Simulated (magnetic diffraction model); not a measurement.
# HoSi3Pb: what an assumed order does to the neutron pattern

Space group I4mm (no. 107), a = 4.4780 Å, c = 10.3540 Å.

```
site  atom    x    y       z
  2a    Pb  1/2  1/2  0.1557
  2a    Ho  1/2  1/2  0.4975
  4b    Si    0  1/2  0.2597
  2a    Si    0    0  0.4202
```

The compound is invented for this exercise: a known structure type with other elements, its cell scaled to their sizes and not relaxed.

Only Ho is taken to order (form factors of Ho3+); orders and moment sizes are assumed, and not adapted to the symmetry. Radiation: neutrons of λ = 2.36 Å, 5° to 100°; isotropic B of 0.21 Å² (Pb), 0.2 Å² (Ho) and 0.34 Å² (Si). Simulated constant-wavelength pattern: nuclear and magnetic terms add, the magnetic one as |2.695 fm × Σ f S⊥ exp(2πi Q·r) exp(−B s²)|², summed over all Q at one angle with the factor 1/(sin²θ cos θ). For collinear order S is the moment m, which repeats by lattice and centring translations R with the sign exp(−2πi k·R). Free-ion form factors, Sears's scattering lengths of 1992, no absorption; a label names one of the reflections at its angle. The strongest nuclear line in the range is 100, and lines under 0.2 are left out.

Assume the order k = (1/2 1/2 1), collinear moments along [101], 2.82 μB on Ho.

Predict the pattern, nuclear and magnetic parts apart.

| 2θ (°) | index | nuclear | magnetic |
| --- | --- | --- | --- |
| 21.48 | (1/2 -1/2 0) | 0.0 | 20.1 |
| 25.23 | (1/2 1/2 1) | 0.0 | 22.3 |
| 26.35 | (0 0 2) | 4.8 | 0.0 |
| 33.37 | (1 0 1) | 24.6 | 0.0 |
| 34.24 | (1/2 -1/2 2) | 0.0 | 7.7 |
| 43.76 | (1 1 0) | 36.8 | 0.0 |
| 45.83 | (1/2 1/2 3) | 0.0 | 3.0 |
| 49.25 | (3/2 1/2 0) | 0.0 | 7.0 |
| 51.15 | (1 0 3) | 92.5 | 0.0 |
| 51.18 | (3/2 -1/2 1) | 0.0 | 12.2 |
| 51.80 | (1 1 2) | 80.4 | 0.0 |
| 54.24 | (0 0 4) | 9.7 | 0.0 |
| 56.71 | (3/2 1/2 2) | 0.0 | 8.4 |
| 59.01 | (1/2 -1/2 4) | 0.0 | 1.4 |
| 63.61 | (2 0 0) | 100.0 | 0.0 |
| 65.23 | (3/2 -1/2 3) | 0.0 | 5.1 |
| 67.97 | (3/2 -3/2 0) | 0.0 | 1.8 |
| 69.57 | (3/2 3/2 1) | 0.0 | 3.2 |
| 70.09 | (2 0 2) | 3.6 | 0.0 |
| 72.14 | (1 1 4) | 44.4 | 0.0 |
| 73.67 | (1/2 1/2 5) | 0.0 | 0.8 |
| 73.76 | (2 1 1) | 13.3 | 0.0 |
| 74.27 | (3/2 -3/2 2) | 0.0 | 2.6 |
| 76.28 | (3/2 1/2 4) | 0.0 | 3.0 |
| 77.78 | (1 0 5) | 37.0 | 0.0 |
| 81.88 | (3/2 3/2 3) | 0.0 | 1.9 |
| 84.42 | (5/2 -1/2 0) | 0.0 | 2.3 |
| 85.88 | (2 1 3) | 89.6 | 0.0 |
| 85.91 | (5/2 1/2 1) | 0.0 | 4.3 |
| 86.28 | (0 0 6) | 3.4 | 0.0 |
| 88.34 | (2 0 4) | 20.1 | 0.0 |
| 89.81 | (3/2 -1/2 5) | 0.0 | 1.9 |
| 90.26 | (1/2 -1/2 6) | 0.0 | 0.5 |
| 90.38 | (5/2 -1/2 2) | 0.0 | 3.7 |
| 92.33 | (3/2 -3/2 4) | 0.0 | 1.3 |
| 96.37 | (2 2 0) | 62.1 | 0.0 |
| 97.84 | (5/2 1/2 3) | 0.0 | 2.9 |

The strongest magnetic line in the range is (1/2 1/2 1) at 25.23° (22.3). On top of the Lorentz factor, which all lines share, magnetic lines fade with angle because f falls: for Ho3+ it is 0.96, 0.85, 0.71 and 0.44 at sin θ/λ = 0.1, 0.2, 0.3 and 0.5 Å⁻¹, while nuclear lengths stay constant. The order has no net moment.

[Logs are printed without paths, hosts, clocks, repeated set-up lines and the standing remarks that a program may print on its own settings, such as how far it seeks lower states.]
